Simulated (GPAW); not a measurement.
# O K-edge XANES of SnO2 (R-3m), part 2 of 3

Aim: the near-edge shape at the O K edge of SnO2 (R-3m), and what the core hole does to it.

GPAW 26.7.0; X-ray absorption from dipole matrix elements to empty bands, plane-wave PAW LDA.

So far. Step 2 (The field without a hole): The mesh shows a gap of 1.76 eV, so the hole is first treated in a charged cell, without the excited electron. Step 3 (Spectrum without a core hole, O atom 2): Main maxima below 24 eV (height): 3.4 eV (2.88), 7.8 eV (2.10), 9.8 eV (2.64) and 17.3 eV (0.61). A K edge sees empty p states on the absorber.

## Step 5: Spectrum with FCH, O atom 2

The holes are 6.9 Å apart. In GPAW the data set carries the hole's charge, so charge=0 means a charged cell and charge=-1 a neutral one. The excited electron is left out and a uniform background balances the charge. After the field has converged, empty bands are computed with the density fixed and the dipole matrix elements are summed.

xas.py reads:

```python
import numpy as np
from ase import Atoms
from ase.parallel import parprint, paropen
from gpaw import GPAW, PW, FermiDirac, Mixer, MixerDif, setup_paths
from gpaw.test import gen
setup_paths.insert(0, '.')
gen('O', name='fch1s', xcname='LDA', corehole=(1, 0, 1), write_xml=True)
from gpaw.mpi import world
world.barrier()

atoms = Atoms('Sn7O14',
    cell=[[4.85127923, -0.93362912, -4.80059258],
     [-3.23418615, -3.73451649, -4.80059258],
     [-1.61709308, 4.66814561, -4.80059258]],
    scaled_positions=[[0.5, 0.5, 0.5],
     [0.64285714, 0.07142857, 0.78571429],
     [0.07142857, 0.78571429, 0.64285714],
     [0.78571429, 0.64285714, 0.07142857],
     [0.21428571, 0.35714286, 0.92857143],
     [0.92857143, 0.21428571, 0.35714286],
     [0.35714286, 0.92857143, 0.21428571],
     [0.23717, 0.23717, 0.23717],
     [0.38002714, 0.80859857, 0.52288429],
     [0.80859857, 0.52288429, 0.38002714],
     [0.52288429, 0.38002714, 0.80859857],
     [0.95145571, 0.09431286, 0.66574143],
     [0.66574143, 0.95145571, 0.09431286],
     [0.09431286, 0.66574143, 0.95145571],
     [0.76283, 0.76283, 0.76283],
     [0.90568714, 0.33425857, 0.04854429],
     [0.33425857, 0.04854429, 0.90568714],
     [0.04854429, 0.90568714, 0.33425857],
     [0.47711571, 0.61997286, 0.19140143],
     [0.19140143, 0.47711571, 0.61997286],
     [0.61997286, 0.19140143, 0.47711571]],
    pbc=True)
atoms.calc = calc = GPAW(legacy_gpaw=True, mode=PW(500), xc='LDA', setups={7: 'fch1s'},
    kpts={'size': (3, 3, 3), 'gamma': True}, occupations=FermiDirac(0.02),
    charge=0, mixer=Mixer(0.1, 5, 50), maxiter=150,
    convergence={'density': 0.0001}, txt='scf.txt')
energy = atoms.get_potential_energy() + calc.get_reference_energy()
ef = calc.get_fermi_level()
out = dict(energy=energy, fermi=ef, forces=atoms.get_forces().tolist())
parprint(f'all-electron energy {energy:.4f} eV, Fermi level {ef:.4f} eV')
ev = np.array([[calc.get_eigenvalues(k, s) for k in range(len(calc.get_ibz_k_points()))] for s in range(calc.get_number_of_spins())])
out['homo'], out['lumo'], out['counts'] = ev[ev < ef].max(), ev[ev > ef].min(), sorted(set((ev < ef).sum((0, 2)).tolist()))
out['filled'] = (ev[:, 0] < ef).sum(1).tolist()

from ase.units import Ha
from gpaw.xas import dipole_matrix_elements
nb = int(calc.get_number_of_electrons() / 2) + 183
top, nb = nb, nb + 8 + nb // 12
nscf = calc.fixed_density(kpts={'size': (3, 3, 3), 'gamma': True}, nbands=nb,
    convergence={'bands': top, 'eigenstates': 1e-5}, maxiter=60, txt='nscf.txt')
cell = atoms.cell.array
ops = [cell.T @ U.T @ np.linalg.inv(cell.T) for U in nscf.wfs.kd.symmetry.op_scc]
filled = [91]  # bands filled in the ground state, by spin
E = np.arange(-6, 34, 0.1)
fwhm = np.interp(E, [4, 25], [0.9, 3.5])
Y, X, zero, highest = 0, 0, 1e9, 1e9
for spin in range(nscf.get_number_of_spins()):
    wfs = nscf.wfs
    A = dipole_matrix_elements(wfs.setups[7])
    eps = np.zeros((wfs.kd.nibzkpts, nb))
    d = np.zeros((3, A.shape[1], wfs.kd.nibzkpts, nb), complex)
    for kpt in wfs.kpt_u:
        if kpt.s == spin and 7 in kpt.P_ani:
            eps[kpt.k] = kpt.eps_n * Ha
            d[:, :, kpt.k] = (kpt.weight * wfs.nspins / 2) ** 0.5 * np.inner(A, kpt.P_ani[7])
    world.sum(eps)
    world.sum(d)
    T = np.einsum('amkn,bmkn->abkn', d, d.conj()).real
    T = sum(np.einsum('ai,ijkn,bj->abkn', R, T, R) for R in ops) / len(ops)
    empty = np.ones_like(eps, bool) & (np.arange(nb) >= filled[spin])
    zero, highest = min(zero, eps[empty].min()), min(highest, eps[:, top - 1].min())
    lines = [(eps, T, empty)] if spin == 0 else lines + [(eps, T, empty)]
for eps, T, empty in lines:
    f = np.einsum('aakn->akn', T).reshape(3, -1)
    x = eps.ravel() - zero
    w = np.interp(x, E, fwhm) / 2.35482
    g = np.exp(-0.5 * ((E[:, None] - x) / w) ** 2) / (w * (2 * np.pi) ** 0.5)
    Y = Y + (f * empty.ravel()) @ g.T
    X = X + (f * ~empty.ravel()) @ g.T
out.update(E=E.round(2).tolist(), xas=Y.tolist(), xes=X.tolist(), zero=zero, valid=highest - zero, nk=len(eps), nb=nb)
for i in range(0, len(E), 10):
    parprint(f'{E[i]:7.2f}', *(f'{v:10.3e}' for v in Y[:, i]))
import json
with paropen('out.json', 'w') as f:
    json.dump(out, f)
```

The run is started by

```
$ OMP_NUM_THREADS=1 mpirun -n 4 gpaw python xas.py
```

Numbers of over 12 decimals in the logs are rounded to 6 here.

The program printed:

```text
Input parameters:
  convergence: {density: 0.0001}
  kpts: {gamma: True,
         size: (3, 3, 3)}
  maxiter: 150
  mixer: {backend: pulay,
          beta: 0.1,
          method: separate,
          nmaxold: 5,
          weight: 50}
  mode: {ecut: 500.0,
         name: pw}
  occupations: {fixmagmom: False,
                name: fermi-dirac,
                width: 0.02}
  setups: {7: fch1s}

Initialize ...

[... PAW data sets ...]

Reference energy: -1202899.153908  # eV

Spin-paired calculation

[... convergence settings ...]
Symmetries present (total): 1
  [... symmetry matrices ...]

27 k-points: 3 x 3 x 3 Monkhorst-Pack grid
14 k-points in the irreducible part of the Brillouin zone
       k-points in crystal coordinates                weights
   0:     0.00000000    0.00000000    0.00000000          1/27
   1:     0.00000000    0.00000000    0.33333333          2/27
   2:     0.00000000    0.33333333   -0.33333333          2/27
   3:     0.00000000    0.33333333    0.00000000          2/27
   4:     0.00000000    0.33333333    0.33333333          2/27
   5:     0.33333333   -0.33333333   -0.33333333          2/27
   6:     0.33333333   -0.33333333    0.00000000          2/27
   7:     0.33333333   -0.33333333    0.33333333          2/27
   8:     0.33333333    0.00000000   -0.33333333          2/27
   9:     0.33333333    0.00000000    0.00000000          2/27
          ...
  13:     0.33333333    0.33333333    0.33333333          2/27

Wave functions: Plane wave expansion
  Cutoff energy: 500.000 eV
  Number of coefficients (min, max): 7713, 7763
  Pulay-stress correction: 0.000000 eV/Ang^3 (de/decut=0.000000)
  Using FFTW library
  Wavefunction extrapolation:
    Improved wavefunction reuse through dual PAW basis

Occupation numbers: Fermi-Dirac:
  width: 0.0200  # eV

Eigensolver
   Davidson(niter=2)

Densities:
  Coarse grid: 36*36*36 grid
  Fine grid: 72*72*72 grid
  Total Charge: 1.000000

Density mixing:
  Method: separate
  Backend: pulay
  Linear mixing parameter: 0.1
  old densities: 5
  Width of damping distribution: 1.1
  Damping of long wavelength oscillations: 50

[... Hamiltonian set-up ...]
Number of atoms: 21
Number of atomic orbitals: 119
Number of bands in calculation: 114
Number of valence electrons: 182
Bands to converge: occupied

... initialized

Initializing position-dependent things.

Density initialized from atomic densities
Creating initial wave functions:
  114 bands from LCAO basis set

                 O
                    O

              OSn     OSn
        O       O       O Sn
         SnO     SnO       O
            Sn      Sn

               O
                 O

Atomic positions and initial magnetic moments

Positions:
   0 Sn     0.000000    0.000000   -7.200889    ( 0.0000,  0.0000,  0.0000)
   1 Sn     1.617093    2.800887   -7.200889    ( 0.0000,  0.0000,  0.0000)
   2 Sn    -3.234186   -0.000000   -7.200889    ( 0.0000,  0.0000,  0.0000)
   3 Sn     1.617093   -2.800887   -7.200889    ( 0.0000,  0.0000,  0.0000)
   4 Sn    -1.617093    2.800887   -7.200889    ( 0.0000,  0.0000,  0.0000)
   5 Sn     3.234186    0.000000   -7.200889    ( 0.0000,  0.0000,  0.0000)
   6 Sn    -1.617093   -2.800887   -7.200889    ( 0.0000,  0.0000,  0.0000)
[...]
18 O     -0.000000   -1.867258   -6.185516    ( 0.0000,  0.0000,  0.0000)
  19 O     -1.617093    0.933629   -6.185516    ( 0.0000,  0.0000,  0.0000)
  20 O      1.617093    0.933629   -6.185516    ( 0.0000,  0.0000,  0.0000)

Unit cell:
           periodic     x           y           z      points  spacing
  1. axis:    yes    4.851279   -0.933629   -4.800593    36     0.1830
  2. axis:    yes   -3.234186   -3.734516   -4.800593    36     0.1830
  3. axis:    yes   -1.617093    4.668146   -4.800593    36     0.1830

  Lengths:   6.888560   6.888560   6.888560
  Angles:   76.791769  76.791769  76.791769

Effective grid spacing dv^(1/3) = 0.1869

iter:   1  -188.532146
iter:   2  -177.468544   -0.69  -0.93
iter:   3  -165.096711   -0.43  -1.04
iter:   4  -164.813359   -1.65  -1.40
iter:   5  -164.463023   -2.04  -1.51
iter:   6  -164.459016   -2.03  -2.02
iter:   7  -164.326708   -3.18  -2.14
iter:   8  -164.293934   -3.18  -2.37
iter:   9  -164.294327c  -3.79  -2.81
iter:  10  -164.290806c  -4.30  -2.82
iter:  11  -164.290781c  -4.43  -3.21
iter:  12  -164.290549c  -5.65  -3.46
iter:  13  -164.290508c  -5.57  -3.66
iter:  14  -164.290497c  -6.44  -3.96
iter:  15  -164.290494c  -6.89  -4.20c
iter:  16  -164.290493c  -7.83c -4.51c

Converged after 16 iterations.

Dipole moment: (-0.000000, 0.000000, 0.920251) |e|*Ang

Energy contributions relative to reference atoms: (reference = -1202899.153908)

Kinetic:       +103.827553
Potential:     -111.252528
External:        +0.000000
XC:            -155.136100
Entropy (-ST):   -0.000000
Local:           -1.729417
SIC:             +0.000000
--------------------------
Free energy:   -164.290493
Extrapolated:  -164.290493

Showing only first 2 kpts
 Kpt  Band  Eigenvalues  Occupancy
  0    89      2.67978    2.00000
  0    90      2.85252    2.00000
  0    91      4.50054    0.00000
  0    92      7.27997    0.00000

  1    89      2.84072    2.00000
  1    90      2.87247    2.00000
  1    91      5.44145    0.00000
[...]
Fermi level: 3.55932

Gap: 1.522 eV
Transition (v -> c):
  (s=0, k=5, n=90, [0.33, -0.33, -0.33]) -> (s=0, k=0, n=91, [0.00, 0.00, 0.00])
Direct/indirect transitions are different
Direct gap: 1.648 eV
Transition at: (s=0, k=0, n=90, [0.00, 0.00, 0.00])

Forces in eV/Ang:
  0 Sn    0.00000   -0.00000    0.01594
  1 Sn    0.34011   -0.17435   -0.01202
  2 Sn   -0.01906    0.38172   -0.01202
  3 Sn   -0.32104   -0.20737   -0.01202
  4 Sn   -0.00565   -2.90400    1.29618
  5 Sn   -2.51211    1.45689    1.29618
  6 Sn    2.51776    1.44711    1.29618
[...]
18 O    -0.00707    0.03490   -0.74806
 19 O     0.03377   -0.01133   -0.74806
 20 O    -0.02669   -0.02358   -0.74806
Scalar-relativistic atomic LDA calculation for O (Oxygen, Z=8)
Core hole in 1s state (1s occupation: 1.0)
300 radial gridpoints.
|------------------------------------------------|
|------------------------------------------------|
[... the atom generator's iteration count ...]

Energy contributions:
-------------------------
Kinetic:      +54.046737
XC:            -5.876031
Potential:   -102.458324
-------------------------
Total:        -54.287618

state      eigenvalue         ekin         rmax
-----------------------------------------------
1s^1.0 :   -21.731873    30.611423        0.127
2s^2.0 :    -1.594915     4.066245        0.801
2p^4.0 :    -1.067100     3.825706        0.682
-----------------------------------------------
(units: Bohr and Hartree)

Generating PAW setup
Kinetic energy of the core from tauc = 30.636371
Cutoffs:
rc(s)=1.300
rc(p)=1.130
rc(d)=1.170
rc(vbar)=1.300
rc(comp)=1.260
rc(nct)=1.300

Kinetic energy of the core states: 30.611423
Charge: 1.0
Core electrons: 1.0
Valence electrons: 6.0
Pseudo-core charge: 0.000198
Shape function alpha=6.299
Pseudo-electron charge 5.280306
state    eigenvalue         norm
--------------------------------
2s(2) :    -1.594915     1.065643
*s    :    -0.594915
2p(4) :    -1.067100     0.787205
*p    :    -0.067100
*d    :     0.000000
--------------------------------

Diagonalizing with gridspacing h=0.050

state   all-electron     PAW
-------------------------------
2s:      -1.594915    -1.596334
2p:      -1.067100    -1.073375
*d:                   -0.060686
*f:                   -0.013559
-------------------------------
all-electron energy -1203063.4444 eV, Fermi level 3.5593 eV
[...]
31.00  4.127e-05  4.127e-05  6.859e-05
  32.00  4.347e-05  4.347e-05  6.298e-05
  33.00  4.826e-05  4.826e-05  5.804e-05
```

Wall time 6.8 min (4 MPI ranks of Arm Neoverse V2, shared host); peak memory 0.74 GiB.

The O K spectrum, O atom 2, full core hole (charged cell) (energy from the lowest empty level; intensity scaled to a mean of 1 over the first 20 eV; polarised curves are means over the symmetry-equivalent atoms):

```tsv
E (eV)	isotropic	ε ⊥ c	ε ∥ c
-2.0	0.00	0.00	0.00
-1.5	0.00	0.00	0.00
-1.0	0.00	0.00	0.00
-0.5	0.00	0.00	0.01
0.0	0.01	0.00	0.03
0.5	0.10	0.06	0.19
1.0	0.32	0.19	0.58
1.5	0.69	0.59	0.89
2.0	2.03	2.58	0.92
2.5	3.36	4.75	0.60
3.0	2.47	3.46	0.48
3.5	1.33	1.73	0.51
4.0	0.71	0.84	0.45
4.5	0.41	0.33	0.56
5.0	0.56	0.43	0.83
5.5	0.90	0.75	1.19
6.0	1.19	1.21	1.16
6.5	1.77	2.13	1.06
7.0	2.34	2.95	1.13
7.5	2.34	2.86	1.30
8.0	1.95	2.18	1.48
8.5	1.68	1.67	1.71
9.0	1.76	1.56	2.17
9.5	1.87	1.47	2.68
10.0	1.65	1.14	2.68
10.5	1.18	0.73	2.06
11.0	0.73	0.45	1.29
11.5	0.45	0.28	0.78
12.0	0.30	0.20	0.50
12.5	0.22	0.15	0.35
13.0	0.19	0.13	0.29
13.5	0.20	0.14	0.30
14.0	0.24	0.17	0.37
14.5	0.32	0.23	0.48
15.0	0.42	0.32	0.62
15.5	0.53	0.41	0.78
16.0	0.63	0.48	0.91
16.5	0.68	0.53	1.00
17.0	0.70	0.55	1.02
17.5	0.70	0.56	0.97
18.0	0.68	0.57	0.88
18.5	0.65	0.59	0.78
19.0	0.64	0.63	0.67
19.5	0.64	0.67	0.57
20.0	0.66	0.74	0.49
20.5	0.69	0.82	0.45
21.0	0.75	0.91	0.44
21.5	0.82	1.00	0.45
22.0	0.89	1.09	0.49
22.5	0.96	1.17	0.54
23.0	1.03	1.24	0.60
23.5	1.10	1.31	0.66
24.0	1.17	1.39	0.74
24.5	1.25	1.47	0.83
25.0	1.33	1.54	0.92
25.5	1.39	1.58	1.00
26.0	1.41	1.58	1.08
26.5	1.40	1.53	1.14
27.0	1.36	1.44	1.18
27.5	1.29	1.33	1.21
28.0	1.21	1.19	1.23
28.5	1.12	1.06	1.24
29.0	1.04	0.95	1.24
29.5	0.98	0.85	1.24
30.0	0.92	0.77	1.23
30.5	0.88	0.72	1.20
31.0	0.86	0.70	1.17
31.5	0.85	0.71	1.12
32.0	0.85	0.74	1.07
```

Main maxima below 24 eV (height): 2.5 eV (3.36), 7.2 eV (2.42), 9.5 eV (1.87) and 17.1 eV (0.70). 

The hole costs E(hole) − E(ground) = 528.86 eV, and the lowest empty level of the hole cell on the spectrum's mesh lies at 4.50 eV, which puts the zero at 533.36 eV. One term is added: -8.83 eV, since the hole is spin-paired here and a spin-polarised one costs that much less in the free atom (computed apart). The photon energy is then 524.53 eV. The functional and the charged cell's background leave an error in such absolute values: in the free atom LDA prices this hole 4.1 eV below PBE (computed apart), and PBE is itself good to a few eV.

## Step 6: Spectrum with HCH, O atom 2

The holes are 6.9 Å apart. The data set carries half a charge, which charge=0 leaves uncompensated but for the background. Half a hole is Slater's transition state, a compromise that weakens the attraction. After the field has converged, empty bands are computed with the density fixed and the dipole matrix elements are summed.

Changed against the first core-hole run: core hole from full to half.

xas.py: that of step 5 with these lines changed.

```diff
@@ -6,3 +6,3 @@
 setup_paths.insert(0, '.')
-gen('O', name='fch1s', xcname='LDA', corehole=(1, 0, 1), write_xml=True)
+gen('O', name='hch1s', xcname='LDA', corehole=(1, 0, 0.5), write_xml=True)
 from gpaw.mpi import world
@@ -36,3 +36,3 @@
     pbc=True)
-atoms.calc = calc = GPAW(legacy_gpaw=True, mode=PW(500), xc='LDA', setups={7: 'fch1s'},
+atoms.calc = calc = GPAW(legacy_gpaw=True, mode=PW(500), xc='LDA', setups={7: 'hch1s'},
     kpts={'size': (3, 3, 3), 'gamma': True}, occupations=FermiDirac(0.02),
```

The program printed:

```text
Input parameters:
  convergence: {density: 0.0001}
  kpts: {gamma: True,
         size: (3, 3, 3)}
  maxiter: 150
  mixer: {backend: pulay,
          beta: 0.1,
          method: separate,
          nmaxold: 5,
          weight: 50}
  mode: {ecut: 500.0,
         name: pw}
  occupations: {fixmagmom: False,
                name: fermi-dirac,
                width: 0.02}
  setups: {7: hch1s}

Initialize ...

[...]
*p    :     0.332066
*d    :     0.000000
--------------------------------

Diagonalizing with gridspacing h=0.050

state   all-electron     PAW
-------------------------------
2s:      -1.207218    -1.208471
2p:      -0.667934    -0.672941
*d:                    0.000894
*f:                    0.033554
-------------------------------
all-electron energy -1203335.7213 eV, Fermi level 3.4653 eV
[...]
32.00  5.095e-05  5.095e-05  7.248e-05
  33.00  5.549e-05  5.549e-05  6.841e-05
[key lines of the parts left out:]
Converged after 16 iterations.
Dipole moment: (-0.000000, 0.000000, 0.444681) |e|*Ang
Free energy:   -151.151858
Fermi level: 3.46531
```

Run time: 6.8 min. Hardware: 4 MPI ranks; peak memory 0.74 GiB.

```tsv
E (eV)	first run	this run
-2.0	0.00	0.00
-1.0	0.00	0.00
0.0	0.01	0.01
1.0	0.32	0.28
2.0	2.03	1.10
3.0	2.47	3.04
4.0	0.71	1.07
5.0	0.56	0.51
6.0	1.19	0.89
7.0	2.34	1.96
8.0	1.95	2.16
9.0	1.76	2.01
10.0	1.65	2.10
11.0	0.73	1.04
12.0	0.30	0.38
13.0	0.19	0.20
14.0	0.24	0.24
15.0	0.42	0.39
16.0	0.63	0.57
17.0	0.70	0.64
18.0	0.68	0.62
19.0	0.64	0.57
20.0	0.66	0.55
21.0	0.75	0.61
22.0	0.89	0.70
23.0	1.03	0.81
24.0	1.17	0.94
25.0	1.33	1.10
26.0	1.41	1.24
27.0	1.36	1.25
28.0	1.21	1.16
29.0	1.04	1.01
30.0	0.92	0.88
31.0	0.86	0.81
32.0	0.85	0.80
```

The scaled spectrum changes by 26 % r.m.s. A shift of +0.4 eV leaves 11 %. The highest intensity below 16 eV goes from 2.5 eV (3.36) to 3.0 eV (3.04).

## Step 7: Cell without a hole, the energy reference

The cell and mesh change for the next run, so it gets a reference energy of its own.

scf.py reads:

```python
import numpy as np
from ase import Atoms
from ase.parallel import parprint, paropen
from gpaw import GPAW, PW, FermiDirac, Mixer, MixerDif, setup_paths
from gpaw.test import gen
setup_paths.insert(0, '.')
gen('O', name='nch1s', xcname='LDA', corehole=(1, 0, 0), write_xml=True)
from gpaw.mpi import world
world.barrier()

atoms = Atoms('SnO2',
    cell=[[-3.23418615, 0, 0],
     [1.61709308, -2.80088737, 0],
     [1.61709308, 0.93362912, 4.80059258]],
    scaled_positions=[[0, 0.5, 0.5],
     [0.52566, 0.76283, 0.28849],
     [0.47434, 0.23717, 0.71151]],
    pbc=True)
atoms.calc = calc = GPAW(legacy_gpaw=True, mode=PW(500), xc='LDA', setups={1: 'nch1s'},
    kpts={'size': (6, 6, 6), 'gamma': True}, occupations=FermiDirac(0.02),
    charge=0, mixer=Mixer(0.1, 5, 50), maxiter=150,
    convergence={'density': 0.0001}, txt='scf.txt')
energy = atoms.get_potential_energy() + calc.get_reference_energy()
ef = calc.get_fermi_level()
out = dict(energy=energy, fermi=ef, forces=atoms.get_forces().tolist())
parprint(f'all-electron energy {energy:.4f} eV, Fermi level {ef:.4f} eV')
ev = np.array([[calc.get_eigenvalues(k, s) for k in range(len(calc.get_ibz_k_points()))] for s in range(calc.get_number_of_spins())])
out['homo'], out['lumo'], out['counts'] = ev[ev < ef].max(), ev[ev > ef].min(), sorted(set((ev < ef).sum((0, 2)).tolist()))
out['filled'] = (ev[:, 0] < ef).sum(1).tolist()
import json
with paropen('out.json', 'w') as f:
    json.dump(out, f)
```

The run is started by

```
$ OMP_NUM_THREADS=1 mpirun -n 4 gpaw python scf.py
```

The program printed:

```text
Input parameters:
  convergence: {density: 0.0001}
  kpts: {gamma: True,
         size: (6, 6, 6)}
  maxiter: 150
  mixer: {backend: pulay,
          beta: 0.1,
          method: separate,
          nmaxold: 5,
          weight: 50}
  mode: {ecut: 500.0,
         name: pw}
  occupations: {fixmagmom: False,
                name: fermi-dirac,
                width: 0.02}
  setups: {1: nch1s}

Initialize ...

[...]
2s(2) :    -0.872866     1.079797
*s    :     0.127134
2p(4) :    -0.337925     0.876472
*p    :     0.662075
*d    :     0.000000
--------------------------------

Diagonalizing with gridspacing h=0.050

state   all-electron     PAW
-------------------------------
2s:      -0.872866    -0.873954
2p:      -0.337925    -0.341740
*d:                    0.050276
*f:                    0.077289
-------------------------------
all-electron energy -171941.7602 eV, Fermi level 3.5923 eV
[key lines of the parts left out:]
Converged after 13 iterations.
Dipole moment: (-0.000000, -0.000000, -0.000000) |e|*Ang
Free energy:    -20.357264
Fermi level: 3.59231
```

It took 11 s on 4 MPI ranks; peak memory 0.19 GiB; 46 s of CPU time.

(Continued in part 3 of 3.)

[Banner, clock and machine lines of the logs are left out without a mark of their own.]

[Logs are printed without paths, hosts, clocks, repeated set-up lines and the standing remarks that a program may print on its own settings, such as how far it seeks lower states.]

[Hosts, paths, dates, database ids (printed as entryN), source tags and the programs' standing remarks are cut or masked in the printed files.]

[Lists of maxima count a maximum above −3 eV only where it reaches 4 % of the highest in the window and stands out from its surroundings by 2 % of it (1.5 % where it reaches 55 %); shoulders and weaker maxima are passed over, and of the rest the first, up to two pre-edge ones and the few strongest are named.]
